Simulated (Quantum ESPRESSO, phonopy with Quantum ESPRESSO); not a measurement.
# Al (Fm-3m): a volume series of phonon spectra, part 4 of 6

Which modes of Al drive its thermal expansion?

Experimental results on record:
- volume expansion coefficient 69 1e-6/K and heat capacity C_P per formula unit 24.2 J/mol/K near room temperature (given in “High-Throughput Prediction of Finite-Temperature Properties using the Quasi-Harmonic Approximation”, 2016, arXiv:1603.06924)

Quantum ESPRESSO 7.5; DFT PBE, scalar-relativistic, plane waves, GBRV ultrasoft pseudopotentials.

So far. Step 3 (Finding the static equilibrium): After the last step pw.x solved the final cell once more on a basis chosen for it, which moves the energy without moving the atoms. Step 4 (Self-consistent run): On a basis chosen for the relaxed cell the pressure is 0.001 GPa, small enough for phonons.

### 5. Forces on a displaced cell

One atom (for the harmonic constants) or a pair of atoms (for the cubic ones) is moved by a few hundredths of an ångström; the forces on all atoms give a column of force constants. The threshold is tight because the forces are small.

System of this step: Al. The structure is orthorhombic, space group Imm2 (No. 44). The conventional cell has a = 8.571 Å, b = 12.122 Å, c = 8.571 Å, α = 90.00°, β = 90.00°, γ = 90.00°. Al has 12 Al at 2.84 to 2.88 Å nearest. Nearest to Al lie 12 Al at 2.84 to 2.86 Å. Nearest to Al lie 12 Al at 2.86 to 2.88 Å. Nearest to Al lie 12 Al at 2.85 to 2.86 Å. Nearest to Al lie 12 Al at 2.86 Å. Nearest to Al lie 12 Al at 2.86 to 2.87 Å.

disp-00001.in

```
&CONTROL
  calculation = 'scf'
  prefix      = 'x'
  outdir      = './tmp'
  pseudo_dir  = './pseudo'
  tprnfor     = .true.
  disk_io     = 'none'
/
&SYSTEM
  ibrav       = 0
  nat         = 27
  ntyp        = 1
  ecutwfc     = 40.0
  ecutrho     = 240.0
  occupations = 'smearing'
  smearing    = 'mv'
  degauss     = 0.02
/
&ELECTRONS
  conv_thr         = 1.0d-11
  mixing_beta      = 0.7
  electron_maxstep = 100
/
ATOMIC_SPECIES
 Al     26.9815  Al.upf
CELL_PARAMETERS angstrom
     0.000000000    6.060877482    6.060877482
     6.060877482    0.000000000    6.060877482
     6.060877482    6.060877482    0.000000000
ATOMIC_POSITIONS crystal
 Al     0.002333348   0.000000000   0.000000000
 Al     0.333333333   0.000000000   0.000000000
 Al     0.666666667   0.000000000   0.000000000
 Al     0.000000000   0.333333333   0.000000000
 Al     0.333333333   0.333333333   0.000000000
 Al     0.666666667   0.333333333   0.000000000
 Al     0.000000000   0.666666667   0.000000000
 Al     0.333333333   0.666666667   0.000000000
 Al     0.666666667   0.666666667   0.000000000
 Al     0.000000000   0.000000000   0.333333333
 Al     0.333333333   0.000000000   0.333333333
 Al     0.666666667   0.000000000   0.333333333
 Al     0.000000000   0.333333333   0.333333333
 Al     0.333333333   0.333333333   0.333333333
 Al     0.666666667   0.333333333   0.333333333
 Al     0.000000000   0.666666667   0.333333333
 Al     0.333333333   0.666666667   0.333333333
 Al     0.666666667   0.666666667   0.333333333
 Al     0.000000000   0.000000000   0.666666667
 Al     0.333333333   0.000000000   0.666666667
 Al     0.666666667   0.000000000   0.666666667
 Al     0.000000000   0.333333333   0.666666667
 Al     0.333333333   0.333333333   0.666666667
 Al     0.666666667   0.333333333   0.666666667
 Al     0.000000000   0.666666667   0.666666667
 Al     0.333333333   0.666666667   0.666666667
 Al     0.666666667   0.666666667   0.666666667
K_POINTS automatic
 5 5 5 0 0 0
```

Run with:

```
OMP_NUM_THREADS=1 mpirun -n 4 pw.x -nk 4 -in disp-00001.in > disp-00001.out
```

Output:

```text
[banner, memory and clock lines left out]
Program PWSCF v.7.5

     Message from routine setup:
     using ibrav=0 with symmetry is DISCOURAGED, use correct ibrav instead

     G-vector sticks info

     bravais-lattice index     =            0
     lattice parameter (alat)  =      16.1976  a.u.
     unit-cell volume          =    3004.9214 (a.u.)^3
     number of atoms/cell      =           27
     number of atomic types    =            1
     number of electrons       =        81.00
     number of Kohn-Sham states=           49
     kinetic-energy cutoff     =      40.0000  Ry
     charge density cutoff     =     240.0000  Ry
     scf convergence threshold =      1.0E-11
     mixing beta               =       0.7000
     number of iterations used =            8  plain     mixing
     Exchange-correlation= SLA  PW   PBE  PBE
                           (   1   4   3   4   0   0   0)

     celldm(1)=  16.197552  celldm(2)=   0.000000  celldm(3)=   0.000000
     celldm(4)=   0.000000  celldm(5)=   0.000000  celldm(6)=   0.000000

     crystal axes: (cart. coord. in units of alat)
               a(1) = (   0.000000   0.707107   0.707107 )
               a(2) = (   0.707107   0.000000   0.707107 )
               a(3) = (   0.707107   0.707107   0.000000 )

     reciprocal axes: (cart. coord. in units 2 pi/alat)
               b(1) = ( -0.707107  0.707107  0.707107 )
               b(2) = (  0.707107 -0.707107  0.707107 )
               b(3) = (  0.707107  0.707107 -0.707107 )

     PseudoPot. # 1 for Al read from file:
     ./pseudo/Al.upf
     Pseudo is Ultrasoft + core correction, Zval =  3.0
     Using radial grid of  893 points,  3 beta functions with:
                l(1) =   0
                l(2) =   1
                l(3) =   2
     Q(r) pseudized with  8 coefficients,  rinner =    0.900   0.900   0.900
                                                       0.900   0.900

     atomic species   valence    mass     pseudopotential
     Al                3.00    26.98150     Al( 1.00)

      4 Sym. Ops. (no inversion) found

   Cartesian axes

     site n.     atom                  positions (alat units)
         1        Al     tau(   1) = (   0.0000000   0.0016499   0.0016499  )
         2        Al     tau(   2) = (   0.0000000   0.2357023   0.2357023  )
         3        Al     tau(   3) = (   0.0000000   0.4714045   0.4714045  )
         4        Al     tau(   4) = (   0.2357023   0.0000000   0.2357023  )
         5        Al     tau(   5) = (   0.2357023   0.2357023   0.4714045  )
         6        Al     tau(   6) = (   0.2357023   0.4714045   0.7071068  )
         7        Al     tau(   7) = (   0.4714045   0.0000000   0.4714045  )
         8        Al     tau(   8) = (   0.4714045   0.2357023   0.7071068  )
         9        Al     tau(   9) = (   0.4714045   0.4714045   0.9428090  )
        10        Al     tau(  10) = (   0.2357023   0.2357023   0.0000000  )
        11        Al     tau(  11) = (   0.2357023   0.4714045   0.2357023  )
        12        Al     tau(  12) = (   0.2357023   0.7071068   0.4714045  )
        13        Al     tau(  13) = (   0.4714045   0.2357023   0.2357023  )
        14        Al     tau(  14) = (   0.4714045   0.4714045   0.4714045  )
        15        Al     tau(  15) = (   0.4714045   0.7071068   0.7071068  )
        16        Al     tau(  16) = (   0.7071068   0.2357023   0.4714045  )
[...]
20        Al     tau(  20) = (   0.4714045   0.7071068   0.2357023  )
        21        Al     tau(  21) = (   0.4714045   0.9428090   0.4714045  )
        22        Al     tau(  22) = (   0.7071068   0.4714045   0.2357023  )
        23        Al     tau(  23) = (   0.7071068   0.7071068   0.4714045  )
        24        Al     tau(  24) = (   0.7071068   0.9428090   0.7071068  )
        25        Al     tau(  25) = (   0.9428090   0.4714045   0.4714045  )
        26        Al     tau(  26) = (   0.9428090   0.7071068   0.7071068  )
        27        Al     tau(  27) = (   0.9428090   0.9428090   0.9428090  )

     number of k points=    27  Marzari-Vanderbilt smearing, width (Ry)=  0.0200
                       cart. coord. in units 2pi/alat
        k(    1) = (   0.0000000   0.0000000   0.0000000), wk =   0.0160000
        k(    2) = (   0.1414214   0.1414214  -0.1414214), wk =   0.0640000
        k(    3) = (   0.2828427   0.2828427  -0.2828427), wk =   0.0640000
        k(    4) = (   0.2828427  -0.0000000   0.0000000), wk =   0.0320000
        k(    5) = (   0.4242641   0.1414214  -0.1414214), wk =   0.0640000
        k(    6) = (  -0.1414214  -0.4242641   0.4242641), wk =   0.0640000
        k(    7) = (   0.0000000  -0.2828427   0.2828427), wk =   0.0320000
        k(    8) = (   0.5656854  -0.0000000   0.0000000), wk =   0.0320000
        k(    9) = (   0.0000000  -0.5656854   0.5656854), wk =   0.0320000
        k(   10) = (  -0.1414214  -0.4242641   0.7071068), wk =   0.1280000
        k(   11) = (   0.1414214   0.1414214   0.1414214), wk =   0.0640000
        k(   12) = (   0.2828427   0.2828427   0.2828427), wk =   0.0640000
        k(   13) = (   0.0000000   0.2828427  -0.0000000), wk =   0.0640000
        k(   14) = (   0.1414214   0.4242641   0.1414214), wk =   0.1280000
        k(   15) = (  -0.1414214  -0.4242641   0.1414214), wk =   0.1280000
        k(   16) = (  -0.4242641  -0.1414214  -0.1414214), wk =   0.0640000
[...]
k(   20) = (  -0.2828427   0.0000000  -0.2828427), wk =   0.1280000
        k(   21) = (  -0.0000000   0.2828427   0.2828427), wk =   0.0320000
        k(   22) = (   0.0000000   0.5656854  -0.0000000), wk =   0.0640000
        k(   23) = (  -0.5656854   0.0000000  -0.5656854), wk =   0.1280000
        k(   24) = (  -0.0000000   0.5656854   0.5656854), wk =   0.0320000
        k(   25) = (  -0.4242641  -0.1414214  -0.7071068), wk =   0.1280000
        k(   26) = (   0.7071068   0.4242641  -0.1414214), wk =   0.0640000
        k(   27) = (  -0.7071068   0.4242641   0.1414214), wk =   0.0640000

     Dense  grid:   188621 G-vectors     FFT dimensions: (  80,  80,  80)

     Smooth grid:   102875 G-vectors     FFT dimensions: (  72,  72,  72)

     Initial potential from superposition of free atoms

     starting charge      80.9334, renormalised to      81.0000
     Starting wfcs are  108 randomized atomic wfcs

     per-process dynamical memory:   211.1 Mb

     Self-consistent Calculation

     iteration #  1     ecut=    40.00 Ry     beta= 0.70
     Davidson diagonalization with overlap
     ethr =  1.00E-02,  avg # of iterations =  3.0

[...]
iteration #  9     ecut=    40.00 Ry     beta= 0.70
     Davidson diagonalization with overlap
     ethr =  1.74E-10,  avg # of iterations =  2.8

     total energy              =    -181.10984743 Ry
     estimated scf accuracy    <       0.00000002 Ry

     iteration # 10     ecut=    40.00 Ry     beta= 0.70
     Davidson diagonalization with overlap
     ethr =  1.97E-11,  avg # of iterations =  4.8

     total energy              =    -181.10984744 Ry
     estimated scf accuracy    <          1.4E-09 Ry

     iteration # 11     ecut=    40.00 Ry     beta= 0.70
     Davidson diagonalization with overlap
     ethr =  1.67E-12,  avg # of iterations =  4.4

     total energy              =    -181.10984744 Ry
     estimated scf accuracy    <          7.2E-10 Ry

     iteration # 12     ecut=    40.00 Ry     beta= 0.70
     Davidson diagonalization with overlap
     ethr =  8.90E-13,  avg # of iterations =  3.4

     End of self-consistent calculation

          k = 0.0000 0.0000 0.0000 ( 12891 PWs)   bands (ev):

    -3.2608  -0.2748  -0.2654  -0.2631  -0.2631  -0.2631  -0.2631  -0.2608
    -0.2517   0.7121   0.7178   0.7199   0.7199   0.7220   0.7279   4.5855
     4.5889   4.5904   4.5937   4.5941   4.5952   4.5952   4.5964   4.5967
     4.6000   4.6015   4.6049   6.8176   6.8180   6.8277   6.8280   6.8282
     6.8283   6.8283   6.8285   6.8286   6.8290   6.8386   6.8389   8.2936
     8.2960   8.3013   8.3021   8.3022   8.3030   8.3031   8.3039   8.3040
     8.3046

          k = 0.1414 0.1414-0.1414 ( 12882 PWs)   bands (ev):

    -3.1399  -1.3360  -0.5455  -0.5407  -0.5360   0.0468   0.0515   0.0562
     0.2461   0.2508   0.2556   1.0381   1.6133   1.6180   1.6228   3.1732
     3.1781   3.1830   4.6996   4.7003   4.7044   4.7057   4.7098   4.7105
     5.5292   5.5340   5.5387   6.2357   6.2409   6.2460   6.2614   6.3141
     6.3146   6.3187   6.3199   6.3239   6.3249   7.0676   7.0692   7.0708
     7.7671   7.7683   7.7695   8.2842   8.2852   8.2863   9.0265   9.0276
     9.0315

          k = 0.2828 0.2828-0.2828 ( 12821 PWs)   bands (ev):

    -2.7776  -2.1754  -0.5855  -0.5806  -0.5760  -0.3874  -0.3828  -0.3780
     0.9937   0.9985   1.0033   1.9714   1.9762   1.9810   2.5579   2.7335
     2.7382   2.7430   4.0597   4.0645   4.0693   4.3176   5.0140   5.0145
     5.0192   5.0201   5.0247   5.0253   5.6264   5.6272   5.6305   5.6321
[...]
9.7049

          k = 0.2828-0.0000 0.0000 ( 12847 PWs)   bands (ev):

[...]
9.2100

          k = 0.4243 0.1414-0.1414 ( 12848 PWs)   bands (ev):

[...]
9.5238

          k =-0.1414-0.4243 0.4243 ( 12842 PWs)   bands (ev):

[...]
9.4921

          k = 0.0000-0.2828 0.2828 ( 12856 PWs)   bands (ev):

[...]
9.4966

          k = 0.5657-0.0000 0.0000 ( 12835 PWs)   bands (ev):

[...]
10.3883

          k = 0.0000-0.5657 0.5657 ( 12790 PWs)   bands (ev):

[...]
9.4656

          k =-0.1414-0.4243 0.7071 ( 12844 PWs)   bands (ev):

[...]
9.6066

          k = 0.1414 0.1414 0.1414 ( 12882 PWs)   bands (ev):

[...]
9.0311

          k = 0.2828 0.2828 0.2828 ( 12821 PWs)   bands (ev):

[...]
9.7035

          k = 0.0000 0.2828-0.0000 ( 12847 PWs)   bands (ev):

[...]
9.2094

          k = 0.1414 0.4243 0.1414 ( 12848 PWs)   bands (ev):

[...]
9.5238

          k =-0.1414-0.4243 0.1414 ( 12848 PWs)   bands (ev):

[...]
9.5238

          k =-0.4243-0.1414-0.1414 ( 12848 PWs)   bands (ev):

[...]
9.5238

          k =-0.4243-0.1414-0.4243 ( 12842 PWs)   bands (ev):

[...]
k = 0.4243 0.1414-0.4243 ( 12842 PWs)   bands (ev):

[...]
k = 0.1414 0.4243 0.4243 ( 12842 PWs)   bands (ev):

[...]
k =-0.2828 0.0000-0.2828 ( 12856 PWs)   bands (ev):

[...]
9.4944

          k =-0.0000 0.2828 0.2828 ( 12856 PWs)   bands (ev):

[...]
9.4968

          k = 0.0000 0.5657-0.0000 ( 12835 PWs)   bands (ev):

[...]
10.3898

          k =-0.5657 0.0000-0.5657 ( 12790 PWs)   bands (ev):

[...]
9.5094

          k =-0.0000 0.5657 0.5657 ( 12790 PWs)   bands (ev):

[...]
9.4627

          k =-0.4243-0.1414-0.7071 ( 12844 PWs)   bands (ev):

[...]
9.6065

          k = 0.7071 0.4243-0.1414 ( 12844 PWs)   bands (ev):

[...]
6.8284   6.8826   6.8826   7.1693   7.4227   7.4227   7.6398   7.6399
     8.2113   8.2421   8.2423   8.3203   8.9153   8.9154   9.1763   9.1764
     9.6066

          k =-0.7071 0.4243 0.1414 ( 12844 PWs)   bands (ev):

    -2.4562  -1.8552  -1.8552  -1.6554  -0.2635  -0.2635  -0.0661   0.7229
     1.3111   1.3111   1.5048   1.5048   2.2853   2.2854   2.8628   2.8632
     2.8670   2.8674   3.0481   3.8114   3.8115   3.8192   4.3708   4.3709
     4.4450   4.4451   4.4879   4.6225   4.6226   5.3345   6.7066   6.7396
     6.8282   6.8826   6.8828   7.1693   7.4227   7.4227   7.6398   7.6398
     8.2114   8.2419   8.2423   8.3204   8.9154   8.9154   9.1764   9.1764
     9.6065

     the Fermi energy is     8.0096 ev

!    total energy              =    -181.10984744 Ry
     estimated scf accuracy    <          4.3E-12 Ry
     smearing contrib. (-TS)   =      -0.00083672 Ry
     internal energy E=F+TS    =    -181.10901071 Ry

     The total energy is F=E-TS. E is the sum of the following terms:
     one-electron contribution =      80.50421006 Ry
     hartree contribution      =       0.22193545 Ry
     xc contribution           =    -115.92415111 Ry
     ewald contribution        =    -145.91100511 Ry

     convergence has been achieved in  12 iterations

     Forces acting on atoms (cartesian axes, Ry/au):

     atom    1 type  1   force =     0.00000000   -0.00255853   -0.00255853
     atom    2 type  1   force =     0.00000000    0.00075521    0.00075521
     atom    3 type  1   force =     0.00000000    0.00068590    0.00068590
     atom    4 type  1   force =     0.00038818   -0.00007692    0.00034846
     atom    5 type  1   force =     0.00000000   -0.00001474   -0.00001325
     atom    6 type  1   force =    -0.00036698    0.00033582   -0.00007440
     atom    7 type  1   force =     0.00036698   -0.00007440    0.00033582
     atom    8 type  1   force =    -0.00038818    0.00034846   -0.00007692
     atom    9 type  1   force =    -0.00000000   -0.00001325   -0.00001474
     atom   10 type  1   force =     0.00038818    0.00034846   -0.00007692
     atom   11 type  1   force =     0.00000000   -0.00001325   -0.00001474
     atom   12 type  1   force =    -0.00036698   -0.00007440    0.00033582
     atom   13 type  1   force =    -0.00000135   -0.00001335   -0.00001335
     atom   14 type  1   force =     0.00000051   -0.00001284   -0.00001284
     atom   15 type  1   force =     0.00000276    0.00000916    0.00000916
     atom   16 type  1   force =     0.00000000   -0.00003558   -0.00003520
[...]
atom   20 type  1   force =    -0.00038818   -0.00007692    0.00034846
     atom   21 type  1   force =    -0.00000000   -0.00001474   -0.00001325
     atom   22 type  1   force =     0.00000000   -0.00003520   -0.00003558
     atom   23 type  1   force =    -0.00000000    0.00000858    0.00010202
     atom   24 type  1   force =     0.00000000    0.00009200    0.00000971
     atom   25 type  1   force =    -0.00000051   -0.00001284   -0.00001284
     atom   26 type  1   force =    -0.00000276    0.00000916    0.00000916
     atom   27 type  1   force =     0.00000135   -0.00001335   -0.00001335

     Total force =     0.004165     Total SCF correction =     0.000002
     Message from routine punch:
     Nothing written, as per user request (disk_io='none')
```

Wall time 87 s (4 MPI ranks of AMD EPYC 9R45, shared host).

Force (size) by element, in eV/Å:

| element | atoms | mean | spread (r.m.s.) | least | largest |
| --- | --- | --- | --- | --- | --- |
| Al | 27 | 0.0099 | 0.0180 | 0.0003 | 0.0930 |

The atoms with the largest values:

| atom | x, y, z (Å) | force (eV/Å) |
| --- | --- | --- |
| Al1 | 0.00, 0.01, 0.01 | 0.0000, -0.0658, -0.0658 |
| Al2 | 0.00, 2.02, 2.02 | 0.0000, 0.0194, 0.0194 |
| Al3 | 0.00, 4.04, 4.04 | 0.0000, 0.0176, 0.0176 |
| Al4 | 2.02, 0.00, 2.02 | 0.0100, -0.0020, 0.0090 |
| Al8 | 4.04, 2.02, 6.06 | -0.0100, 0.0090, -0.0020 |
| Al10 | 2.02, 2.02, 0.00 | 0.0100, 0.0090, -0.0020 |
| Al20 | 4.04, 6.06, 2.02 | -0.0100, -0.0020, 0.0090 |
| Al7 | 4.04, 0.00, 4.04 | 0.0094, -0.0019, 0.0086 |

### 6. Lattice dynamics at this volume, V/V0 1

This step: DFT PBE, scalar-relativistic, plane waves, GBRV ultrasoft pseudopotentials (phonopy with Quantum ESPRESSO 4.10.0 / 7.5).

Elapsed: 87 s, on 4 threads.

This step gave:

- highest frequency: 326.2 cm⁻¹
- Debye temperature from the second moment: 402 K
- lowest frequency on the path: 0 cm⁻¹
- zero-point energy: 0.03847 eV/cell
- Γ frequencies: 0, 0, 0 cm⁻¹ (negative: imaginary)

Phonopy, no LO-TO term. Phonon branches along the path, in cm⁻¹:

| point | branch 1 | branch 2 | branch 3 |
| --- | --- | --- | --- |
| Γ | 0 | 0 | 0 |
| halfway | 133 | 133 | 234 |
| X | 191 | 191 | 313 |
| halfway | 190 | 210 | 306 |
| U | 185 | 249 | 286 |
| jump to K | 185 | 249 | 286 |
| halfway | 119 | 159 | 248 |
| Γ | 0 | 0 | 0 |
| halfway | 104 | 104 | 228 |
| L | 153 | 153 | 326 |
| halfway | 174 | 215 | 303 |
| W | 212 | 263 | 263 |
| halfway | 202 | 215 | 300 |
| X | 191 | 191 | 313 |

The phonon branches as a text plot (rows in cm⁻¹):

```
    319 |                                       *****
    306 |          ******                      *     **      ****
    292 |         *      **                            *
    279 |                  *****                        *  **
    265 |       **         *                 **          **
    251 |                 *     *                       *  *
    238 |     **         *  **                         *    *
    224 |               *                   *
    211 |              *                              *  ******
    197 |            **       ** **                  *  *    ****
    183 |    *     **  *****               *           *
    170 |         *                                 ***
    156 |       **          **  *               *****
    143 |                     **   **          *
    129 |  ** **                         **  **
    116 |                       ***
    102 |    *                              *
     88 |                        **
     75 |  **                      ***     *
     61 | *                        **   *
     48 |                                **
     34 | *                          *  *
     20 |
      7 |*                            **
         Γ           X  U|K            Γ         L        W     X
```

Harmonic. Thermo, by row:

| T (K) | F_vib (meV/atom) | S (J/mol-atom/K) | C_V (J/mol-atom/K) |
| --- | --- | --- | --- |
| 0 | 38.47 | 0 | 0 |
| 50 | 38.31 | 1.308 | 3.826 |
| 100 | 36.3 | 6.875 | 12.83 |
| 150 | 31.08 | 13.17 | 17.99 |
| 200 | 22.77 | 18.75 | 20.6 |
| 250 | 11.79 | 23.51 | 22.02 |
| 300 | -1.48 | 27.61 | 22.85 |
| 350 | -16.73 | 31.17 | 23.38 |
| 400 | -33.71 | 34.32 | 23.73 |
| 450 | -52.24 | 37.13 | 23.97 |
| 500 | -72.14 | 39.66 | 24.15 |
| 550 | -93.3 | 41.97 | 24.29 |
| 600 | -115.6 | 44.09 | 24.39 |
| 650 | -139 | 46.04 | 24.47 |
| 700 | -163.3 | 47.86 | 24.53 |
| 750 | -188.6 | 49.55 | 24.59 |
| 800 | -214.7 | 51.14 | 24.63 |
| 850 | -241.5 | 52.64 | 24.66 |
| 900 | -269.2 | 54.05 | 24.69 |
| 950 | -297.5 | 55.38 | 24.72 |
| 1000 | -326.6 | 56.65 | 24.74 |

Phonopy on the run's constants, 21x21x21 mesh, Gaussian sigma 2.5 cm⁻¹. The modes, Al by wavenumber; read off at these points:

| wavenumber (cm⁻¹) | modes, Al (1/cm⁻¹/cell) |
| --- | --- |
| -10 | 0 |
| 0 | 5.0e-5 |
| 10 | 0 |
| 20 | 2.4e-4 |
| 30 | 2.9e-4 |
| 40 | 8.5e-4 |
| 50 | 7.7e-4 |
| 60 | 0.00163 |
| 70 | 0.00169 |
| 80 | 0.00364 |
| 90 | 0.00192 |
| 100 | 0.00468 |
| 110 | 0.00414 |
| 120 | 0.00730 |
| 130 | 0.00875 |
| 140 | 0.0119 |
| 150 | 0.0159 |
| 160 | 0.0214 |
| 170 | 0.0208 |
| 180 | 0.0261 |
| 190 | 0.0220 |
| 200 | 0.0146 |
| 210 | 0.0129 |
| 220 | 0.0086 |
| 230 | 0.0107 |
| 240 | 0.00960 |
| 250 | 0.00834 |
| 260 | 0.00666 |
| 270 | 0.00786 |
| 280 | 0.0173 |
| 290 | 0.0255 |
| 300 | 0.0165 |
| 310 | 0.00837 |
| 320 | 0.00336 |
| 330 | 1.1e-4 |
| 340 | 0 |

No mode is imaginary beyond numerical noise along the path.

The time given is that of the one pw.x run on a displaced cell behind this step.

[end of part 4 of 6]

[Logs are printed without paths, hosts, clocks, repeated set-up lines and the standing remarks that a program may print on its own settings, such as how far it seeks lower states.]

[Hosts, paths, dates, database ids (printed as entryN), source tags and the programs' standing remarks are cut or masked in the printed files.]

[A step with changed settings may run another functional than the one named; its input shows which.]

[Of the runs on displaced cells, only some may be shown.]
